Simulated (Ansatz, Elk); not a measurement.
## Bonding as seen by X-rays: ZrSc2Be2

Structure refinements treat a crystal as free atoms side by side. For a made-up structure of ZrSc2Be2 (cell and positions from a PBE relaxation) the runs below show what the calculated density changes in F(hkl).

Calculated with Elk 11.2.3 (patched build); DFT, PBE, all-electron APW+lo, Dirac cores, scalar-relativistic bands, static density, no spin.

The structure was built from a prototype and need not be the compound's stable phase.

## Step 1: Starting point

Symmetry: Immm, No. 71, orthorhombic system. The conventional cell has a = 4.039 Å, b = 5.733 Å, c = 7.792 Å, α = 90.00°, β = 90.00°, γ = 90.00°. Nearest to Zr lie 4 Be at 2.68 Å. Nearest to Sc lie 6 Be at 2.76 to 2.95 Å and 1 Sc at 3.05 Å. Nearest to Be lie 1 Be at 2.20 Å and 2 Zr at 2.68 Å and 6 Sc at 2.76 to 2.95 Å. Farther neighbours are not listed.

Coordinates:

```cif
data_structure
_symmetry_space_group_name_H-M 'P 1'
_symmetry_Int_Tables_number 1
_cell_length_a 5.2416
_cell_length_b 5.2416
_cell_length_c 5.2416
_cell_angle_alpha 134.673
_cell_angle_beta 113.700
_cell_angle_gamma 83.972
_cell_volume 90.22
loop_
_atom_site_label
_atom_site_type_symbol
_atom_site_fract_x
_atom_site_fract_y
_atom_site_fract_z
_atom_site_occupancy
Zr1 Zr 0.00000 0.00000 0.00000 1
Sc2 Sc 0.69602 0.19602 0.50000 1
Sc3 Sc 0.30398 0.80398 0.50000 1
Be4 Be 0.30811 0.50000 0.80811 1
Be5 Be 0.69189 0.50000 0.19189 1
```

## Step 2: Ground state and structure factors

An all-electron density is needed, since X-rays see the cores too. Task 0 finds the density and task 195 Fourier-transforms it; tshift is off so that phases refer to the origin typed.

elk.in reads:

```
tasks
  0
  195

xctype
  20

spinpol
  .false.

rgkmax
  7.0

gmaxvr
  14.0

lmaxo
  7

lmaxapw
  8

swidth
  0.002

tshift
  .false.

ramdisk
  .false.

hmaxvr
  5.5

maxscl
  120

epspot
  1e-06

sppath
  './'

avec
  -3.81664684683 5.41651837885 7.36265444611
  3.81664684683 -5.41651837885 7.36265444611
  3.81664684683 5.41651837885 -7.36265444611

atoms
  3
  'Zr.in'
  1
  -0.0000000000 0.0000000000 -0.0000000000   0.000000 0.000000 0.000000
  'Sc.in'
  2
  0.6960207204 0.1960207204 0.5000000000   0.000000 0.000000 0.000000
  0.3039792796 0.8039792796 0.5000000000   0.000000 0.000000 0.000000
  'Be.in'
  2
  0.3081098654 0.5000000000 0.8081098654   0.000000 0.000000 0.000000
  0.6918901346 0.5000000000 0.1918901346   0.000000 0.000000 0.000000

ngridk
  7 7 7
```

The run is started by

```console
OMP_NUM_THREADS=4 elk
```

Numbers of over 12 decimals in the logs are rounded to 6 here.

Log:

```text
┌─────────────────────────┐
│ Elk code version 11.2.3 │
└─────────────────────────┘

All units are atomic (Hartree, Bohr, etc.)

┌─────────────────────────────────────────────────┐
│ Ground-state run starting from atomic densities │
└─────────────────────────────────────────────────┘

Lattice vectors :
  -3.816646847       5.416518379       7.362654446
   3.816646847      -5.416518379       7.362654446
   3.816646847       5.416518379      -7.362654446

Reciprocal lattice vectors :
  0.2173613090E-16  0.5800022143      0.4266929375
  0.8231289872      0.1003968952E-16  0.4266929375
  0.8231289872      0.5800022143      0.7216371159E-17

Unit cell volume      :    608.8307894
Brillouin zone volume :   0.4074206130

Muffin-tin inner radius fraction :   0.1000000000E-01

Nuclei treated as point charges

Species : 1 (Zr)
 parameters loaded from : Zr.in
 name : zirconium
 nuclear charge    :   -40.00000000
 electronic charge :    40.00000000
 atomic mass :    166291.1793
 muffin-tin radius :    2.600000000
 number of radial points in muffin-tin :   1193
 inner part over the whole radius :   0.9967875514E-02
 number on inner part of muffin-tin    :    848
 approximate nuclear radius :   0.8202877663E-04
 number of mesh points to nuclear radius :    417
 atomic positions (lattice), magnetic fields (Cartesian) :
  1 :   0.00000000  0.00000000  0.00000000    0.00000000  0.00000000  0.00000000

Species : 2 (Sc)
 parameters loaded from : Sc.in
 name : scandium
 nuclear charge    :   -21.00000000
 electronic charge :    21.00000000
 atomic mass :    81949.61073
 muffin-tin radius :    2.400000000
 number of radial points in muffin-tin :    993
 inner part over the whole radius :   0.9898716403E-02
 number on inner part of muffin-tin    :    698
 approximate nuclear radius :   0.6711386133E-04
 number of mesh points to nuclear radius :    323
 atomic positions (lattice), magnetic fields (Cartesian) :
  1 :  -0.30397928  0.19602072  0.50000000    0.00000000  0.00000000  0.00000000
  2 :   0.30397928 -0.19602072  0.50000000    0.00000000  0.00000000  0.00000000

Species : 3 (Be)
 parameters loaded from : Be.in
 name : beryllium
 nuclear charge    :   -4.000000000
 electronic charge :    4.000000000
 atomic mass :    16428.20280
 muffin-tin radius :    1.800000000
 number of radial points in muffin-tin :    593
 inner part over the whole radius :   0.9826427374E-02
 number on inner part of muffin-tin    :    403
 approximate nuclear radius :   0.4290726161E-04
 number of mesh points to nuclear radius :    156
 atomic positions (lattice), magnetic fields (Cartesian) :
  1 :   0.30810987  0.50000000 -0.19189013    0.00000000  0.00000000  0.00000000
  2 :  -0.30810987  0.50000000  0.19189013    0.00000000  0.00000000  0.00000000

Total number of atoms per unit cell :    5
Total muffin-tin volume :    238.2918972
 ratio of muffin-tin to unit cell volume :   0.3913926518

Spin treatment :
 spin-unpolarised

Number of Bravais lattice symmetries :    8
Number of crystal symmetries         :    8
Crystal has inversion symmetry
Real symmetric eigensolver will be used

k-point grid :      7     7     7
k-point offset :    0.000000000       0.000000000       0.000000000
k-point set is reduced with full crystal symmetry group
Total number of k-points :       64

Muffin-tin radius times maximum |G+k| :    7.000000000
 using average radius
Maximum |G+k| for APW functions       :    3.181818182
Maximum (1/2)|G+k|²                   :    5.061983471
Maximum |G| for potential and density :    14.00000000
Constant for pseudocharge density :    9
 order of it for each species :   16  16  16
 order of it for pair densities of each species (exact exchange by exxq0 0: 17) :   14  12   5
Radial integration step length :    1

G-vector grid sizes :     45    45    45
Number of G-vectors :    28165

Maximum angular momentum used for
 APW functions            :    8
 outer part of muffin-tin :    7
 inner part of muffin-tin :    2

Total nuclear charge    :   -90.00000000
[...]
correlation                 :     -4.078030
 electron entropic           :    -0.13660423831862E-02
 total energy                :     -5158.5617301217

Density of states at Fermi energy :    104.4660558
 (states/Hartree/unit cell)

Estimated indirect band gap :   0.2518869190E-03
 from k-point 64 to k-point 2
Estimated direct band gap   :   0.3854478622E-02
 at k-point 46

Charges :
 core                        :    52.00000000
 valence                     :    38.00000000
 interstitial                :    8.626739746
 muffin-tins (core leakage)
  species : 1 (Zr)
   atom 1                    :    37.64490078     (  0.2656459110E-05)
  species : 2 (Sc)
[...]
species : 3 (Be)
[...]
total in muffin-tins        :    81.37326025
 total calculated charge     :    89.99771255
 total charge                :    90.00000000
 error                       :   0.2287451704E-02

RMS change in Kohn-Sham potential (target) :    4.092335068     (  0.1000000000E-05)
Absolute change in total energy (target)   :   0.5631167135     (  0.1000000000E-03)

[... loops 3 to 17 left out ...]

┌──────────────────┐
│ Loop number : 18 │
└──────────────────┘

Energies :
 Fermi                       :     0.232531
 sum of occupied eigenvalues :     -3040.4313129816
 electron kinetic            :      5289.9378210112
 core electron kinetic       :      5107.1307874560
 Coulomb                     :     -10248.848471330
 Coulomb potential           :     -8072.7494182593
 nuclear-nuclear             :     -608.60497988299
 electron-nuclear            :     -11220.921910737
 Hartree                     :      1580.6784192903
 Madelung                    :     -6212.4737622003
 xc potential                :     -257.61971573348
 exchange                    :     -194.19829723227
 correlation                 :     -4.088974
 electron entropic           :    -0.23446053742585E-02
 total energy                :     -5157.2002664208

Density of states at Fermi energy :    178.6822627
 (states/Hartree/unit cell)

Estimated indirect band gap :   0.8866804741E-03
 from k-point 6 to k-point 45
Estimated direct band gap   :   0.2948808644E-02
 at k-point 57

Charges :
 core                        :    52.00000000
 valence                     :    38.00000000
 interstitial                :    8.261823710
 muffin-tins (core leakage)
  species : 1 (Zr)
[...]
species : 2 (Sc)
[...]
species : 3 (Be)
[...]
total in muffin-tins        :    81.73817629
 total calculated charge     :    89.99770259
 total charge                :    90.00000000
 error                       :   0.2297413312E-02

RMS change in Kohn-Sham potential (target) :   0.5863147120E-06 (  0.1000000000E-05)
Absolute change in total energy (target)   :   0.6763668353E-05 (  0.1000000000E-03)

Convergence targets achieved

┌──────────────────┐
│ Loop number : 19 │
└──────────────────┘

Energies :
 Fermi                       :     0.232531
 sum of occupied eigenvalues :     -3040.4313106752
 electron kinetic            :      5289.9378231159
 core electron kinetic       :      5107.1307881730
 Coulomb                     :     -10248.848471267
 Coulomb potential           :     -8072.7494166529
 nuclear-nuclear             :     -608.60497988299
 electron-nuclear            :     -11220.921912164
 Hartree                     :      1580.6784207798
 Madelung                    :     -6212.4737629407
 xc potential                :     -257.61971713821
 exchange                    :     -194.19829719004
 correlation                 :     -4.088974
 electron entropic           :    -0.23446052128711E-02
 total energy                :     -5157.2002642058

Density of states at Fermi energy :    178.6822425
 (states/Hartree/unit cell)

Estimated indirect band gap :   0.8866800917E-03
 from k-point 6 to k-point 45
Estimated direct band gap   :   0.2948802688E-02
 at k-point 57

Charges :
 core                        :    52.00000000
 valence                     :    38.00000000
 interstitial                :    8.261823645
 muffin-tins (core leakage)
  species : 1 (Zr)
[...]
species : 2 (Sc)
[...]
atom 2                    :    19.10718362     ( -0.2163311486E-06)
  species : 3 (Be)
   atom 1                    :    2.783370100     (  0.1146341896E-02)
   atom 2                    :    2.783370100     (  0.1146341896E-02)
 total in muffin-tins        :    81.73817635
 total calculated charge     :    89.99770259
 total charge                :    90.00000000
 error                       :   0.2297413118E-02

┌──────────────────────────────┐
│ Self-consistent loop stopped │
└──────────────────────────────┘

Warning : core states of species 3 leak from the muffin-tin :   0.1146341896E-02

Wrote STATE.OUT
```

The job ended after 44 s (4 threads of Arm Neoverse V2, shared host; peak memory 0.2 GiB).

SFACRHO.OUT:

```text

h k l indices transformed by vhmat matrix:
   1.000000000       0.000000000       0.000000000    
   0.000000000       1.000000000       0.000000000    
   0.000000000       0.000000000       1.000000000    

      h      k      l  multipl.   |H|            Re(F)            Im(F)           |F|

      0      0      0      1   0.0000000       90.000000      0.47426742E-16   90.000000    
      0      1     -1      4  0.72004821       21.682213     -0.23763444E-14   21.682213    
     -1     -1      1      2  0.85338588       13.872492     -0.21681294E-14   13.872492    
      1      0     -1      4  0.92715058       40.125638      0.12833959E-14   40.125638    
      0      0     -1      4   1.0069478       2.2679893     -0.26403827E-14   2.2679893    
      1     -1      1      2   1.1600044       60.513591     -0.50167271E-14   60.513591    
     -1     -1      2      8   1.3199285       56.329647     -0.52807653E-14   56.329647    
     -2     -1      1      4   1.4053485       54.305630     -0.79211480E-15   54.305630    
      0      2     -2      4   1.4400964       4.8451682     -0.87132628E-14   4.8451682    
      1     -2      1      8   1.4849978       42.659720     -0.13201913E-14   42.659720    
     -1     -2      1      4   1.5218880       2.0003588      0.66419081E-14   2.0003588    
     -1      1      1      2   1.6462580       60.293737     -0.11516929E-14   60.293737    
     -2     -2      2      2   1.7067718       38.366890     -0.21842602E-14   38.366890    
      1     -2      2      4   1.7915608       22.619064     -0.17162487E-14   22.619064    
     -1      2      0      8   1.7968402       18.350768      0.79211480E-15   18.350768    
      0      2      0      4   1.8543012       11.124063     -0.38190760E-14   11.124063    
      3      0     -1      8   1.9135708       8.4210033     -0.84492245E-14   8.4210033    
      1     -1      2      4   1.9248804     -0.84208334      0.64689375E-14  0.84208334
```

Elk indexes on the primitive cell of elk.in and gives |H| = 4π sin θ/λ in inverse bohr. Below, one row stands for each form hkl of the conventional cell (m members, Friedel mates merged), F is for one primitive cell and the density is static (no thermal factor). Free-atom factors are Waasmaier and Kirfel's, and R is Σm||F|−|F'||/Σm|F|.

| hkl | m | sin θ/λ (Å⁻¹) | abs F, DFT | neutral atoms | diff. |
| --- | --- | --- | --- | --- | --- |
| 011 | 4 | 0.108 | 21.682 | 21.790 | -0.107 |
| 002 | 2 | 0.128 | 13.873 | 13.219 | +0.654 |
| 101 | 4 | 0.139 | 40.126 | 40.421 | -0.295 |
| 110 | 4 | 0.151 | 2.268 | 2.209 | +0.059 |
| 020 | 2 | 0.174 | 60.514 | 60.990 | -0.477 |
| 112 | 8 | 0.199 | 56.330 | 56.551 | -0.221 |
| 013 | 4 | 0.211 | 54.306 | 54.631 | -0.326 |
| 022 | 4 | 0.217 | 4.845 | 4.866 | -0.021 |
| 121 | 8 | 0.223 | 42.660 | 42.837 | -0.178 |
| 103 | 4 | 0.229 | 2.000 | 1.911 | +0.090 |
| 200 | 2 | 0.248 | 60.294 | 60.537 | -0.244 |
| 004 | 2 | 0.257 | 38.367 | 38.254 | +0.113 |
| 031 | 4 | 0.269 | 22.619 | 22.701 | -0.082 |
| 211 | 8 | 0.270 | 18.351 | 18.279 | +0.071 |
| 202 | 4 | 0.279 | 11.124 | 11.255 | -0.131 |
| 123 | 8 | 0.288 | 8.421 | 8.490 | -0.069 |
| 130 | 4 | 0.289 | 0.842 | 0.906 | -0.064 |
| 114 | 8 | 0.298 | 23.132 | 23.094 | +0.038 |
| 220 | 4 | 0.303 | 49.335 | 49.188 | +0.148 |
| 024 | 4 | 0.310 | 29.447 | 29.383 | +0.065 |
| 132 | 8 | 0.317 | 42.366 | 42.221 | +0.145 |
| 033 | 4 | 0.325 | 49.261 | 49.187 | +0.075 |

## Step 3: The highest occupied states alone

An energy window below the Fermi level keeps the highest occupied states, to see at which angles they scatter; shallow core shells can lie inside it and anion s states outside. No new self-consistency is needed.

elk.in, as its differences from that of step 2:

```diff
@@ -1,3 +1,2 @@
 tasks
-  0
   195
@@ -40,2 +39,5 @@
 
+wsfac
+  -0.208460 0.532530
+
 sppath
```

The run is started by

```console
OMP_NUM_THREADS=4 elk
```

Log:

```text
┌─────────────────────────────────┐
│ Elk code version 11.2.3 started │
└─────────────────────────────────┘

Info(readinput): the functional depends on the density's gradient
 muffin-tin radial points multiplied by    2.00000
 (not where nrmtscf is given)

┌────────────────────┐
│ Current task : 195 │
└────────────────────┘

Info(sfacrho): density structure factors written to SFACRHO.OUT

 Energy window :  -0.2084600000      0.5325300000

┌──────────────────┐
│ Elk code stopped │
└──────────────────┘
```

Elapsed: 8.9 s, on 4 threads; peak memory 0.16 GiB.

States within 12 eV below the Fermi level hold 14.00 electrons; any levels below the window count with the cores. Their amplitudes can exceed the total, where window and core parts have opposite phase:

| hkl | sin θ/λ (Å⁻¹) | abs F, window | abs F, all |
| --- | --- | --- | --- |
| 011 | 0.108 | 0.041 | 21.682 |
| 002 | 0.128 | 2.035 | 13.873 |
| 101 | 0.139 | 0.105 | 40.126 |
| 110 | 0.151 | 0.019 | 2.268 |
| 020 | 0.174 | 0.479 | 60.514 |
| 112 | 0.199 | 0.865 | 56.330 |
| 013 | 0.211 | 0.454 | 54.306 |
| 022 | 0.217 | 0.365 | 4.845 |
| 121 | 0.223 | 0.446 | 42.660 |
| 103 | 0.229 | 0.290 | 2.000 |

## Step 4: Another try

In this try the input is made faulty on purpose, to show what that does.

The input is changed as shown.

elk.in, as its differences from that of step 3:

```diff
@@ -1,2 +1,3 @@
 tasks
+  0
   195
@@ -39,5 +40,2 @@
 
-wsfac
-  -0.208460 0.532530
-
 sppath
@@ -64,3 +62,3 @@
 
-ngridk
+ngrid
   7 7 7
```

The run is started by

```console
OMP_NUM_THREADS=4 elk
```

Log:

```text
┌─────────────────────────────────┐
│ Elk code version 11.2.3 started │
└─────────────────────────────────┘

Error(readinput): invalid block name : ngrid
```

It took 0.01 s on 4 threads; peak memory 0.16 GiB.

The input was rejected at the start.

The program's message: “Error(readinput): invalid block name : ngrid”

A key was misspelt on purpose.

## Step 5: Another functional

The difference from free atoms is small, so it is set against the change that PBEsol makes.

elk.in, as its differences from that of step 4:

```diff
@@ -5,3 +5,3 @@
 xctype
-  20
+  22
 
@@ -62,3 +62,3 @@
 
-ngrid
+ngridk
   7 7 7
```

The run is started by

```console
OMP_NUM_THREADS=4 elk
```

Log:

```text
┌─────────────────────────┐
│ Elk code version 11.2.3 │
└─────────────────────────┘

All units are atomic (Hartree, Bohr, etc.)

┌─────────────────────────────────────────────────┐
│ Ground-state run starting from atomic densities │
└─────────────────────────────────────────────────┘

Lattice vectors :
  -3.816646847       5.416518379       7.362654446
   3.816646847      -5.416518379       7.362654446
   3.816646847       5.416518379      -7.362654446

Reciprocal lattice vectors :
  0.2173613090E-16  0.5800022143      0.4266929375
[...]
species : 1 (Zr)
[...]
species : 2 (Sc)
[...]
species : 3 (Be)
   atom 1                    :    2.776396226     (  0.1189626843E-02)
   atom 2                    :    2.776396226     (  0.1189626843E-02)
 total in muffin-tins        :    81.73791738
 total calculated charge     :    89.99761725
 total charge                :    90.00000000
 error                       :   0.2382753181E-02

┌──────────────────────────────┐
│ Self-consistent loop stopped │
└──────────────────────────────┘

Warning : core states of species 3 leak from the muffin-tin :   0.1189626843E-02

Wrote STATE.OUT
[key lines of the parts left out:]
total energy                :     -5153.1975419628
```

The job ended after 44 s (4 threads; peak memory 0.19 GiB).

Against the first run R = 0.03 %; the largest change is -0.029 at 200.

## Step 6: Basis size

The basis and the expansions that go with it are enlarged, to see whether the differences are converged.

elk.in, as its differences from that of step 5:

```diff
@@ -5,3 +5,3 @@
 xctype
-  22
+  20
 
@@ -11,12 +11,12 @@
 rgkmax
-  7.0
+  8.5
 
 gmaxvr
-  14.0
+  18.0
 
 lmaxo
-  7
+  9
 
 lmaxapw
-  8
+  10
```

The run is started by

```console
OMP_NUM_THREADS=4 elk
```

Log:

```text
┌─────────────────────────┐
│ Elk code version 11.2.3 │
└─────────────────────────┘

All units are atomic (Hartree, Bohr, etc.)

┌─────────────────────────────────────────────────┐
│ Ground-state run starting from atomic densities │
└─────────────────────────────────────────────────┘

Lattice vectors :
  -3.816646847       5.416518379       7.362654446
   3.816646847      -5.416518379       7.362654446
   3.816646847       5.416518379      -7.362654446

Reciprocal lattice vectors :
  0.2173613090E-16  0.5800022143      0.4266929375
[...]
species : 1 (Zr)
[...]
species : 2 (Sc)
[...]
species : 3 (Be)
   atom 1                    :    2.784576079     (  0.1146719615E-02)
   atom 2                    :    2.784576079     (  0.1146719615E-02)
 total in muffin-tins        :    81.74768165
 total calculated charge     :    89.99770048
 total charge                :    90.00000000
 error                       :   0.2299517819E-02

┌──────────────────────────────┐
│ Self-consistent loop stopped │
└──────────────────────────────┘

Warning : core states of species 3 leak from the muffin-tin :   0.1146719615E-02

Wrote STATE.OUT
[key lines of the parts left out:]
total energy                :     -5157.2032269197
```

The job ended after 2.1 min (4 threads; peak memory 0.36 GiB).

Against the first run R = 0.01 %; the largest change is -0.006 at 400.

## Step 7: Settings against the effect

| run | R against the first run (%) | R against neutral atoms, low angle (%) | wall time |
| --- | --- | --- | --- |
| PBE, rgkmax 7 | 0.00 | 0.56 | 44 s |
| PBEsol | 0.03 | 0.57 | 44 s |
| rgkmax 8.5 with larger expansions | 0.01 | 0.56 | 2.1 min |

## Step 8: Summary of results

```yaml
r_against_neutral_atoms_sin_theta_lambda_0p3_a_minus1: 0.56 %
r_against_neutral_atoms_0p3_to_0p67_a_minus1: 0.22 %
```

Independent neutral atoms miss the calculated amplitudes by R = 0.56 % below 0.3 Å⁻¹ and 0.22 % from there to 0.67 Å⁻¹; by shells, 1.06 % below 0.15 Å⁻¹ (3 forms), 0.49 % 0.15 to 0.3 (15 forms), 0.21 % 0.3 to 0.45 (32 forms), 0.22 % above 0.45 (99 forms). Bonding, aspherical density and the tables' own atoms all enter these figures, and the runs don't part them. The largest change of an amplitude is +0.65 electrons, at 002. The window's part falls from 14.0 electrons at the origin to at most 0.16 between 0.45 and 0.67 Å⁻¹. Below 0.3 Å⁻¹ the changes that finished (PBEsol and rgkmax 8.5 with larger expansions) move F by R = 0.04 % at most, against the 0.56 % that separates it from free atoms. The k-mesh has no finished test. Part of the difference isn't bonding: the tables are fits to free atoms and ions calculated by other methods than this functional. Thermal motion, anomalous dispersion and extinction are left out.

[Logs are printed without paths, hosts, clocks, repeated set-up lines and the standing remarks that a program may print on its own settings, such as how far it seeks lower states.]

[Hosts, paths, dates, database ids (printed as entryN), source tags and the programs' standing remarks are cut or masked in the printed files.]
